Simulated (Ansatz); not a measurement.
## How many bands does the GW gap of SiO2 (Quartz) need?

Wanted: a G0W0 gap for SiO2 (Quartz) that is converged in bands and cutoff, or an estimate of the limit.

Method: G0W0 on PBE, plane waves, PAW, in Ansatz 0.2.0.

## Step 1: The starting structure

It takes space group P3_121 (No. 152, trigonal). Conventional cell: a = 4.916 Å, b = 4.916 Å, c = 5.409 Å, α = 90.00°, β = 90.00°, γ = 120.00°. Nearest to Si lie 4 O at 1.61 Å. Nearest to O lie 2 Si at 1.61 Å. Farther neighbours and most contacts between anions are not listed.

The cell and positions come from the Crystallography Open Database and are kept as given unless a step says otherwise.

## Step 2: 296 empty bands, screening to 110 eV

G0W0 replaces the xc potential by the self-energy, built once from these orbitals. Only a window of levels is corrected, while the sums run over the empty bands that the input names. This step takes hard PAW files.

The input, input.yaml:

```yaml
crystal:
  lattice:
    - [4.9158, 0.0, 0.0]
    - [-2.4579, 4.2572076799, 0.0]
    - [0.0, 0.0, 5.4091]
  atoms:
    - { symbol: Si, position: [0.5303, 0.0, 0.3333333333] }
    - { symbol: Si, position: [0.0, 0.5303, 0.6666666667] }
    - { symbol: Si, position: [0.4697, 0.4697, 0.0] }
    - { symbol: O, position: [0.1462, 0.4142, 0.881] }
    - { symbol: O, position: [0.5858, 0.732, 0.2143333333] }
    - { symbol: O, position: [0.268, 0.8538, 0.5476666667] }
    - { symbol: O, position: [0.4142, 0.1462, 0.119] }
    - { symbol: O, position: [0.732, 0.5858, 0.7856666667] }
    - { symbol: O, position: [0.8538, 0.268, 0.4523333333] }
kpoints:
  mp_grid: { grid: [6, 6, 4] }
hamiltonian:
  xc: pbe
  pseudopotentials: { kind: paw, source: ansatz }
scf:
  occupations: { method: fixed }
gw:
  n_empty_bands: 296
  ecut_chi: 110.0
  qp_bands: [v3, c3]
  qp_kpoints: band_edges
  screening: { model: contour_deformation }
```

Run with:

```
> ansatz run input.yaml --threads 4 --pin off --max-ram 138240MiB --backend cuda --events-out ev --progress --plain --runs-dir out --devices 1 --max-vram 26GiB
```

Numbers of over 12 decimals in the logs are rounded to 6 here.

What it wrote:

```text
GPUs: using 1 of 1 available (devices: 1).
Engine: ansatz 0.2.0, x86_64-unknown-linux-gnu
Pseudopotentials: kind: paw
Pseudopotential: Si, paw, valence charge 4, recommended cutoff 460 eV (normal), Si.paw.azcp
Pseudopotential: O, paw, valence charge 6, recommended cutoff 930 eV (normal), O.paw.azcp
Functional definition: PBE
  parameter kappa = 0.804
  parameter beta = 0.066725
  exchange = pbe_x(kappa = kappa, mu = beta*pi^2/3)
  correlation = pbe_c(beta = beta)
device memory: the entry about to start is reckoned to put 3.2 GiB on a device that reports 31.7 GiB free (of which the cap on the GPU budget leaves the run 26.0 GiB)
GPU FFT provider: cuFFT
GPU libraries: cuBLAS 13.8.2, cuFFT 12.4.0, cuSOLVER 12.3.4
Crystal: 9 atoms, lattice volume = 113.199 Å³
Basis set: ecut = 930 eV, 7287 PW (Γ)
Bands: 33, of which v1, the nominal top of the filled ones, is band 24 counted from 1 (23 counted from 0)
Symmetry: 6 space group operations
Space group: P3121 (ITA 152), of the structure as read, at distance tolerance 4.8e-5 Å
k-points: 24 of 144 (time reversal used)
Non-local potential: Si, projectors of the file, l = 0: 2, l = 1: 3, l = 2: 1
Non-local potential: O, projectors of the file, l = 0: 2, l = 1: 2, l = 2: 1
PAW form: soft (Blöchl's): semilocal exchange-correlation on the pseudo side does not see the compensation charge
PAW one-centre angular grid: Si, 110 points (default); XC on 64 Gauss nodes
PAW one-centre angular grid: O, 110 points (default); XC on 64 Gauss nodes
Initial density: superposition of atomic densities (chi_scale 0.1, normalization cell, long waves kept (reshape's long-wave potential 0.01 eV rms))
Initial wavefunctions: pseudopotential atomic-orbital guess
GPU buffer pool allocated for 230400 grid points (all kernels)
GPU transforms: local potential and band sums: pruned to the plane-wave sphere, on 50×50×54
Functional: x = pbe(κ = 0.804, μ = 0.219515), c = pbe(β = 0.066725)
SCF iter   1: F=—  HF=-5327.212020 eV  |F-HF|=—  |Δ(HF+E_count)|=         —  Δρ=1.37e-1  dr2=1.86e1  ethr=3.10e-3  ⟨swp⟩=6.0  Hψ=3827  notcnv=0  defer=148
preconditioner: auto → Resta (q_TF=auto, 2.365 Å⁻¹)  ε∞=2.7  [insulator: Δε(μ)=7.430 eV  Ē_g=18.291 eV  n_scr=22 (ndim 8)  ℏωp=24.2 eV  f_vac=0.003  ε∞_Penn≈2.7]
SCF iter   2: F=—  HF=-5321.904060 eV  |F-HF|=—  |Δ(HF+E_count)|=    5.31e0  Δρ=4.58e-2  dr2=9.71e-1  ethr=3.10e-3  ⟨swp⟩=4.3  Hψ=2179  notcnv=0  defer=152
SCF iter   3: F=—  HF=-5321.851496 eV  |F-HF|=—  |Δ(HF+E_count)|=   5.26e-2  Δρ=2.25e-2  dr2=3.06e-1  ethr=2.02e-3  ⟨swp⟩=1.9  Hψ=1024  notcnv=0  defer=158
SCF iter   4: F=—  HF=-5321.868662 eV  |F-HF|=—  |Δ(HF+E_count)|=   1.72e-2  Δρ=1.60e-3  dr2=2.67e-3  ethr=6.38e-4  ⟨swp⟩=3.0  Hψ=1277  notcnv=0  defer=163
SCF iter   5: F=—  HF=-5321.873280 eV  |F-HF|=—  |Δ(HF+E_count)|=   4.62e-3  Δρ=4.24e-4  dr2=9.72e-5  ethr=5.55e-6  ⟨swp⟩=3.1  Hψ=1210  notcnv=0  defer=166
SCF iter   6: F=—  HF=-5321.873497 eV  |F-HF|=—  |Δ(HF+E_count)|=   2.16e-4  Δρ=6.38e-5  dr2=3.18e-6  ethr=2.02e-7  ⟨swp⟩=2.0  Hψ=1386  notcnv=0  defer=166
SCF iter   7: F=-5321.873508 eV  HF=-5321.873508 eV  |F-HF|=2.57e-7  |Δ(HF+E_count)|=   1.13e-5  Δρ=9.06e-6  dr2=7.93e-8  ethr=2.08e-10  ⟨swp⟩=15.6  Hψ=5422  notcnv=0
SCF 1 converged in 7 iterations: F = -5321.873508 eV  dr2 = 7.93e-8
  greatest PAW one-centre occupation: 0.514 electrons in one spin orbital (limit 2), on the O atom at site 8 (counted from 0), in its partial waves of l = 0
device memory: the entry about to start is reckoned to put 3.0 GiB (of the 3.5 GiB reckoned in all, the device holds 0.4 GiB already) on a device that reports 31.2 GiB free (of which the cap on the GPU budget leaves the run 25.6 GiB)
NSCF: frozen V_eff on 24 k-points, pencils in batches of 32, up to order 132
the band table was solved once the SCF had ended and its energy, with any forces and stress, was formed, with the checks that follow a solve (3940 applications of the Hamiltonian). They found nothing against the state; the energy, forces and stress were not computed again (output.eigenvalues in the input reference)
device memory: the entry about to start is reckoned to put 8.5 GiB on a device that reports 31.7 GiB free (of which the cap on the GPU budget leaves the run 26.0 GiB)
NSCF: frozen V_eff on 24 k-points
G₀W₀ screening: q 1/24
[... further progress lines ...]
SCF converged after 7 iterations
Free energy (F): -5321.873508 eV
Harris-Foulkes:  -5321.873508 eV  (|F-HF|=2.57e-7)
Internal energy: -5321.873508 eV  (E = F + TS)
E sigma→0 (E₀):  -5321.873508 eV
Fermi energy:    2.524734 eV
--- Per-component energies (eV) ---
  E_band       = -206.282836
  E_kinetic    = 1615.239400
  E_local      = -3582.180627  (includes V_loc(G=0)·N_el)
  E_nonlocal   = 579.903742
  E_hartree    = 1069.312428
  E_xc         = -719.744271
  E_vxc        = -833.036365  (∫ρ·V_xc dr)
  E_paw        = -2395.429277  (= ΣΔE_a)
  E_vpaw       = -124.829112  (= ΣTr[D̂ρ^β])
  E_aug_tail   = -0.000001  (compensation charges beyond the density's cutoff)
  E_ewald      = -1888.974903
  E_smearing   = -0.000000  (= −TS)
  E_closure    = -0.000000  (closes the sum)
  Σ components = -5321.873508   (vs F -5321.873508, Δ=0.00e0)
--- Band table (eV; the first three rows and the last of 24) ---
  k-point 0: bands = [... 20 lower, 1.5248, 1.8372, 2.2113, 2.2113, 8.5268, 11.8413, 11.8413, 12.2985, ... 5 higher]
  k-point 1: bands = [... 20 lower, 1.4550, 1.9896, 2.3005, 2.4297, 9.1249, 11.6695, 11.7835, 11.7996, ... 5 higher]
  k-point 2: bands = [... 20 lower, 1.3241, 2.3098, 2.3098, 2.4340, 10.4773, 10.4773, 11.5877, 12.2723, ... 5 higher]
  k-point 23: bands = [... 20 lower, 1.5875, 1.7611, 1.9400, 1.9400, 11.5414, 12.3305, 12.3305, 12.6287, ... 5 higher]
--- G₀W₀: contour deformation, 5 samples at zero and on the imaginary axis and 2 off it, 144 q-points, 296 empty bands' worth ---
  eigenvalues of the whole cell's RPA ε∞ on this k-mesh (on a slab, of 1 + 4πα/V) = 2.3424, 2.3424, 2.3716; static W/v taken at q = 0 is 0.424722
  bands read: the sum over 320 bands ends inside a degenerate multiplet in 1 slot, whose members it reads at an even weight; the widest, k=23: bands 320 to 321 (counted from 1) at 1/2 each
  gw.qp_kpoints: band_edges: 23 of 24 stored k-points solved, in 1 pass; an edge of the gap read off the rows below is read off those points alone
    valence top: of the k-points left out ik 23 came nearest to being solved in a further pass, in band 24 (counted from 1, as in the quasiparticle table): it holds the edge there only if its correction is more favourable than any solved in that band by at least 0.585 eV; those differ by 0.062 eV
    conduction bottom: of the k-points left out ik 23 came nearest to being solved in a further pass, in band 25 (counted from 1, as in the quasiparticle table): it holds the edge there only if its correction is more favourable than any solved in that band by at least 3.015 eV; those differ by 0.736 eV
    ik  band        ε_KS         Σx   Σc(E_QP)       V_xc       Z   E_QP_lin       E_QP  E_QP is
     0    22      1.8372   -26.3907     4.3154   -20.3009  0.8076     0.0362     0.0628  root
     0    23      2.2113   -26.2805     4.2356   -20.3156  0.8092     0.4576     0.4820  root
     0    24      2.2113   -26.2805     4.2356   -20.3156  0.8092     0.4576     0.4820  root
     0    25      8.5268    -7.8320    -3.4047   -12.4122  0.8680     9.7090     9.7023  root
     0    26     11.8413    -6.5239    -3.8802   -11.8962  0.8591    13.3467    13.3334  root
     0    27     11.8413    -6.5239    -3.8802   -11.8962  0.8591    13.3467    13.3334  root
     1    22      1.9896   -26.4987     4.3052   -20.4414  0.8080     0.2121     0.2376  root
     1    23      2.3005   -26.5689     4.2774   -20.5729  0.8086     0.5579     0.5819  root
     1    24      2.4297   -26.7468     4.2615   -20.8014  0.8093     0.7232     0.7458  root
     1    25      9.1249    -8.2626    -3.4050   -12.9276  0.8644    10.3929    10.3849  root
     1    26     11.6695    -6.6783    -3.9319   -12.1185  0.8601    13.1912    13.1777  root
     1    27     11.7835    -8.0010    -3.7962   -13.3941  0.8534    13.3962    13.3804  root
     2    22      2.3098   -26.7714     4.2900   -20.7796  0.8087     0.5846     0.6080  root
     2    23      2.3098   -26.7714     4.2900   -20.7796  0.8087     0.5846     0.6080  root
     2    24      2.4340   -26.7586     4.2730   -20.7905  0.8089     0.7159     0.7389  root
     2    25     10.4773    -8.6895    -3.5110   -13.6356  0.8574    11.9238    11.9124  root
     2    26     10.4773    -8.6895    -3.5110   -13.6356  0.8574    11.9238    11.9124  root
     2    27     11.5877    -4.4823    -3.8282    -9.4959  0.8691    12.7810    12.7730  root
     3    22      1.7399   -26.2439     4.3124   -20.1406  0.8076    -0.0782    -0.0509  root
     3    23      2.2642   -26.4853     4.2613   -20.5077  0.8089     0.5239     0.5479  root
     3    24      2.3003   -26.4721     4.2491   -20.5112  0.8092     0.5648     0.5885  root
     3    25      8.9509    -8.1439    -3.4052   -12.7855  0.8654    10.1949    10.1873  root
     3    26     11.8191    -6.7917    -3.9257   -12.2558  0.8586    13.3717    13.3575  root
     3    27     11.8805    -6.7022    -3.9514   -12.1925  0.8585    13.4337    13.4194  root
[...]
21    26     11.4628    -8.5114    -3.7477   -13.8360  0.8536    13.0547    13.0396  root
    21    27     11.9432    -8.6003    -3.6898   -13.9035  0.8513    13.5726    13.5564  root
    22    22      1.9740   -26.4269     4.2893   -20.3940  0.8082     0.2052     0.2304  root
    22    23      2.0148   -26.5469     4.3008   -20.5153  0.8079     0.2593     0.2841  root
    22    24      2.3260   -26.5781     4.2568   -20.6160  0.8092     0.5974     0.6209  root
    22    25     11.4644    -9.8664    -4.0370   -15.7548  0.8486    13.3373    13.3158  root
    22    26     11.7759    -7.2499    -3.6562   -12.3038  0.8581    13.1854    13.1736  root
    22    27     12.1295    -8.4671    -3.7462   -13.8335  0.8513    13.7663    13.7497  root
```

Wall time 1.7 min (1 × NVIDIA H100 80GB HBM3 (shared by 3 runs) with 4 threads of AMD EPYC 7R13 (Zen 3), shared host); peak memory 2.6 GiB; 2.9 min of CPU time.

The column dr2 measures how far the density is from self-consistency, as an energy; F and HF (Harris–Foulkes) agree once it is small.

Numbers from this step:

* bands summed: 320
* RPA ε∞ on this mesh (eigenvalues): 2.342, 2.342, 2.372
* plane waves in the screening matrix: 303
* q-points in the mesh: 144
* G0W0 gap on the mesh: 8.845 eV
* k of the valence top: 0.3333, 0.3333, 0
* k of the conduction bottom: 0, 0, 0
* starting gap on the mesh: 6.002 eV
* Z at the valence top: 0.8095
* Z at the conduction bottom: 0.8680
* least direct G0W0 gap on the computed points: 9.220 eV

The gap on the mesh goes from 6.00 eV to 8.85 eV, a correction of +2.84 eV. Between the two edge states, bare exchange in place of the xc potential would open the gap by 10.50 eV, and correlation takes back 7.66 eV.

## Step 3: 673 empty bands, screening to 190 eV

Bands and screening cutoff are moved together, since each hides the error of the other.

input.yaml, as its differences from that of step 2:

```diff
@@ -23,4 +23,4 @@
 gw:
-  n_empty_bands: 296
-  ecut_chi: 110.0
+  n_empty_bands: 673
+  ecut_chi: 190.0
   qp_bands: [v3, c3]
```

What it wrote:

```text
GPUs: using 1 of 1 available (devices: 1).
[...]
GPU FFT provider: cuFFT
GPU libraries: cuBLAS 13.8.2, cuFFT 12.4.0, cuSOLVER 12.3.4
Crystal: 9 atoms, lattice volume = 113.199 Å³
Basis set: ecut = 930 eV, 7287 PW (Γ)
Bands: 33, of which v1, the nominal top of the filled ones, is band 24 counted from 1 (23 counted from 0)
[... 1 set-up line as in the run before ...]
[...]
k-points: 24 of 144 (time reversal used)
[...]
GPU buffer pool allocated for 230400 grid points (all kernels)
[...]
SCF iter   1: F=—  HF=-5327.212020 eV  |F-HF|=—  |Δ(HF+E_count)|=         —  Δρ=1.37e-1  dr2=1.86e1  ethr=3.10e-3  ⟨swp⟩=6.0  Hψ=3827  notcnv=0  defer=148
[...]
SCF iter   7: F=-5321.873508 eV  HF=-5321.873508 eV  |F-HF|=2.57e-7  |Δ(HF+E_count)|=   1.13e-5  Δρ=9.06e-6  dr2=7.93e-8  ethr=2.08e-10  ⟨swp⟩=15.6  Hψ=5422  notcnv=0
SCF 1 converged in 7 iterations: F = -5321.873508 eV  dr2 = 7.93e-8
[...]
NSCF: frozen V_eff on 24 k-points, pencils in batches of 32, up to order 132
[...]
NSCF: frozen V_eff on 24 k-points
G₀W₀ screening: q 1/24
[... further progress lines ...]
SCF converged after 7 iterations
Free energy (F): -5321.873508 eV
[...]
Internal energy: -5321.873508 eV  (E = F + TS)
E sigma→0 (E₀):  -5321.873508 eV
Fermi energy:    2.524734 eV
[...]
--- Band table (eV; the first three rows and the last of 24) ---
  k-point 0: bands = [... 20 lower, 1.5248, 1.8372, 2.2113, 2.2113, 8.5268, 11.8413, 11.8413, 12.2985, ... 5 higher]
  k-point 1: bands = [... 20 lower, 1.4550, 1.9896, 2.3005, 2.4297, 9.1249, 11.6695, 11.7835, 11.7996, ... 5 higher]
  k-point 2: bands = [... 20 lower, 1.3241, 2.3098, 2.3098, 2.4340, 10.4773, 10.4773, 11.5877, 12.2723, ... 5 higher]
  k-point 23: bands = [... 20 lower, 1.5875, 1.7611, 1.9400, 1.9400, 11.5414, 12.3305, 12.3305, 12.6287, ... 5 higher]
[...]
0    22      1.8372   -26.3907     4.0163   -20.3009  0.8037    -0.2734    -0.2363  root
     0    23      2.2113   -26.2805     3.9276   -20.3156  0.8053     0.1394     0.1740  root
     0    24      2.2113   -26.2805     3.9276   -20.3156  0.8053     0.1394     0.1740  root
     0    25      8.5268    -7.8320    -3.4749   -12.4122  0.8661     9.6379     9.6321  root
     0    26     11.8413    -6.5239    -3.9992   -11.8962  0.8586    13.2254    13.2144  root
     0    27     11.8413    -6.5239    -3.9992   -11.8962  0.8586    13.2254    13.2144  root
     1    22      1.9896   -26.4987     4.0013   -20.4414  0.8041    -0.1022    -0.0662  root
     1    23      2.3005   -26.5689     3.9653   -20.5729  0.8046     0.2355     0.2698  root
[...]
22    24      2.3260   -26.5781     3.9421   -20.6160  0.8051     0.2726     0.3062  root
    22    25     11.4644    -9.8664    -4.1888   -15.7548  0.8466    13.1817    13.1640  root
    22    26     11.7759    -7.2499    -3.7870   -12.3038  0.8567    13.0522    13.0428  root
    22    27     12.1295    -8.4671    -3.8988   -13.8335  0.8497    13.6104    13.5972  root
```

It took 4.8 min on 1 × NVIDIA H100 80GB HBM3 (shared by 3 runs) with 4 threads; peak memory 5.1 GiB; 8.6 min of CPU time.

This step gave:

```
bands summed                                 : 697
RPA ε∞ on this mesh (eigenvalues)            : 2.330, 2.330, 2.361
plane waves in the screening matrix          : 673
q-points in the mesh                         : 144
G0W0 gap on the mesh                         : 9.098 eV
k of the valence top                         : 0.3333, 0.3333, 0
k of the conduction bottom                   : 0, 0, 0
starting gap on the mesh                     : 6.002 eV
Z at the valence top                         : 0.8054
Z at the conduction bottom                   : 0.8661
least direct G0W0 gap on the computed points : 9.458 eV
```

Against the run with 6×6×4 mesh, 296 empty bands, screening to 110 eV, hard PAW files, the gap moves by +0.25 eV.

## Step 4: 1140 empty bands, screening to 270 eV

input.yaml, as its differences from that of step 3:

```diff
@@ -23,4 +23,4 @@
 gw:
-  n_empty_bands: 673
-  ecut_chi: 190.0
+  n_empty_bands: 1140
+  ecut_chi: 270.0
   qp_bands: [v3, c3]
```

What it wrote:

```text
GPUs: using 1 of 1 available (devices: 1).
[...]
GPU FFT provider: cuFFT
GPU libraries: cuBLAS 13.8.2, cuFFT 12.4.0, cuSOLVER 12.3.4
Crystal: 9 atoms, lattice volume = 113.199 Å³
Basis set: ecut = 930 eV, 7287 PW (Γ)
Bands: 33, of which v1, the nominal top of the filled ones, is band 24 counted from 1 (23 counted from 0)
[... 1 set-up line as in the run before ...]
[...]
k-points: 24 of 144 (time reversal used)
[...]
1    23      2.3005   -26.5689     3.7873   -20.5729  0.8028     0.0506     0.0918  root
[...]
22    24      2.3260   -26.5781     3.7622   -20.6160  0.8034     0.0858     0.1262  root
    22    25     11.4644    -9.8664    -4.2881   -15.7548  0.8460    13.0802    13.0647  root
    22    26     11.7759    -7.2499    -3.8704   -12.3038  0.8561    12.9675    12.9594  root
    22    27     12.1295    -8.4671    -3.9941   -13.8335  0.8491    13.5132    13.5018  root
[key lines of the parts left out:]
SCF converged after 7 iterations
Free energy (F): -5321.873508 eV
Fermi energy:    2.524734 eV
```

It took 7.9 min on 1 × NVIDIA H100 80GB HBM3 (shared by 3 runs) with 4 threads; peak memory 9.7 GiB.

This step gave:

```yaml
bands_summed: 1164
rpa_eps_infinity_on_this_mesh_eigenvalues: 2.327, 2.327, 2.357
plane_waves_in_the_screening_matrix: 1143
g0w0_gap_on_the_mesh: 9.211 eV
k_of_the_valence_top: 0.3333, 0.3333, 0
k_of_the_conduction_bottom: 0, 0, 0
starting_gap_on_the_mesh: 6.002 eV
least_direct_g0w0_gap_on_the_computed_points: 9.561 eV
```

Against the run with 6×6×4 mesh, 673 empty bands, screening to 190 eV, hard PAW files, the gap moves by +0.11 eV.

## Step 5: Side by side

Times are wall times on 1 × NVIDIA H100 80GB HBM3 (shared by 3 runs) with 4 threads of AMD EPYC 7R13 (Zen 3), shared host, good to a factor of about two.

```csv
mesh,files,frequency,bands summed,cutoff (eV),start (eV),G0W0 (eV),time,host memory (GiB)
6×6×4,hard PAW,contour deformation,320,110,6.002,8.845,1.7 min,2.6
6×6×4,hard PAW,contour deformation,697,190,6.002,9.098,4.8 min,5.1
6×6×4,hard PAW,contour deformation,1164,270,6.002,9.211,7.9 min,9.7
```

How the two edges are built up, in eV (the quasiparticle level is the starting level plus Σx plus Σc less Vxc):

| run | edge | start | Σx | Σc | Vxc | Z | QP |
| --- | --- | --- | --- | --- | --- | --- | --- |
| 320 bands | valence top | 2.52 | -26.84 | 4.25 | -20.92 | 0.81 | 0.86 |
| 320 bands | conduction bottom | 8.53 | -7.83 | -3.40 | -12.41 | 0.87 | 9.70 |
| 697 bands | valence top | 2.52 | -26.84 | 3.93 | -20.92 | 0.81 | 0.53 |
| 697 bands | conduction bottom | 8.53 | -7.83 | -3.47 | -12.41 | 0.87 | 9.63 |
| 1164 bands | valence top | 2.52 | -26.84 | 3.75 | -20.92 | 0.80 | 0.35 |
| 1164 bands | conduction bottom | 8.53 | -7.83 | -3.55 | -12.41 | 0.87 | 9.56 |

## Step 6: Results

```json
{
 "320 bands, 110 eV": "8.845 eV",
 "697 bands, 190 eV": "9.098 eV",
 "1164 bands, 270 eV": "9.211 eV",
 "estimated limit in bands and cutoff": "9.38 eV",
 "mesh and start": "6×6×4, PBE"
}
```

**Reading.** A line in one over the bands through the two highest rungs gives 9.38 eV, +0.17 eV from the top rung; the pair below gives 9.31 eV, so the estimate is still climbing. The rungs stand 0.53 eV (320 bands), 0.28 eV (697 bands) and 0.17 eV (1164 bands) from it. From 320 to 1164 bands the gap moves by +0.37 eV while the time grows 4.8-fold. Σc changes by −0.51 eV at the valence top and −0.14 eV at the conduction bottom, so the valence edge carries most of the change. Gaps are over the mesh's points; an edge off the mesh would be missed.

[Paths, hosts, dates, memory and timing lines, banners, echoed tables and standing remarks are left out of the program output.]

[Logs are printed without paths, hosts, clocks, repeated set-up lines and the standing remarks that a program may print on its own settings, such as how far it seeks lower states.]

[Runs of the session that timed out or met a known fault of the program may be left out.]

[Cells called generated may have been cut or substituted from an entry of the Crystallography Open Database or the Materials Project.]

[Hosts, paths, dates, database ids (printed as entryN), source tags and the programs' standing remarks are cut or masked in the printed files.]
